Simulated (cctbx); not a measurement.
# What is wrong with this refinement?

Cell a = 12.2830 Å, b = 12.2830 Å, c = 12.2830 Å, α = 90.00°, β = 90.00°, γ = 90.00°; space group Fd-3m (no. 227, origin choice 1). The compound is Tb2Re2S7.

Simulated single-crystal data (cctbx): Cu Kα, λ = 1.54184 Å, to d = 0.83 Å, 80 % of the full sphere, strongest reflection 20000 counts, noise from counting, a 6 % proportional error and a noise floor of 8 counts (s.d.); no absorption.

An anisotropic refinement with weights 1/σ² prints:

```text
Rint 0.057, 108 unique reflections to 0.83 A
cycle     R1     wR2    GooF  max shift (A)
   1  0.2493  0.6651  25.744   0.00979
   3  0.0876  0.3307  12.801   0.00001
final R1 0.0877 wR2 0.3307 GooF 12.801  parameters 9  data/parameter 12.0
atom        x        y        z      Ueq    occ   su(xyz)  su(Uiso or U11)
Re1    0.37500  0.62500  0.37500   0.0006  1.000  0.00000  0.0025  NPD
Bi1    0.37500  0.12500  0.37500   0.0311  1.000  0.00000  0.0031
S1     0.25000  0.53953  0.25000   0.0090  1.000  0.00122  0.0050
S2     0.25000  0.25000  0.25000   0.0107  1.000  0.00000  0.0068
difference map: max 14.22 min -6.64 rms 1.29
Q1    0.1250  0.1250  0.6250   16   15.58  0.00 A from Re1
Q2    0.0000  0.0000  0.3021   48    4.09  0.15 A from S1
Q3    0.0189  0.0189  0.0189   32    3.57  0.40 A from S2
Q4    0.0711  0.0711  0.0711   32    2.25  1.15 A from Bi1
Q5    0.0210  0.0210  0.1131   96    2.11  1.44 A from S2
Q6    0.0785  0.0785  0.1925   96    1.89  1.16 A from Bi1
```

Q: Accept it or mend it, and why?

Mend it. The fault: wrong element: Bi1 is Tb. Against the right model at the same level, R1 goes from 0.0089 to 0.0877 and GooF from 0.93 to 12.80, U of Bi1 swells from 0.0101 to 0.0311 Å², the top difference peak, 15.6 e/Å³, lies on Re1 and Re1 goes non-positive-definite. Bi1 has 18 electrons too many and its U swells to shed them, as expected.

The compound is Tb2Re2S7. The right model at the same level gives:

```text
Rint 0.057, 108 unique reflections to 0.83 A
cycle     R1     wR2    GooF  max shift (A)
   1  0.0125  0.0462   1.787   0.00017
   2  0.0089  0.0240   0.928   0.00000
final R1 0.0089 wR2 0.0240 GooF 0.928  parameters 9  data/parameter 12.0
atom        x        y        z      Ueq    occ   su(xyz)  su(Uiso or U11)
Re1    0.37500  0.62500  0.37500   0.0074  1.000  0.00000  0.0002
Tb1    0.37500  0.12500  0.37500   0.0101  1.000  0.00000  0.0002
S1     0.25000  0.54040  0.25000   0.0154  1.000  0.00009  0.0003
S2     0.25000  0.25000  0.25000   0.0149  1.000  0.00000  0.0005
difference map: max 0.56 min -0.67 rms 0.15
Q1    0.0502  0.0502  0.4498   32    0.56  2.14 A from S1
Q2    0.0829  0.0829  0.0829   32    0.48  0.90 A from Tb1
Q3    0.0343  0.0343  0.1167   96    0.46  1.55 A from S2
Q4    0.0841  0.0841  0.5841   32    0.39  0.87 A from Re1
Q5    0.0631  0.1250  0.6869   96    0.38  1.08 A from Re1
Q6    0.0000  0.0000  0.2413   48    0.37  0.60 A from S1
```

Isotropic U is held between 0.0001 and 1 Å² by the program, and listed peak heights are interpolated, so they can pass the grid's maximum.

This is a model crystal, built by substitution and not relaxed, with assumed displacement parameters.

[Middle refinement cycles are left out of these outputs.]

[Logs are printed without paths, hosts, clocks, repeated set-up lines and the standing remarks that a program may print on its own settings, such as how far it seeks lower states.]
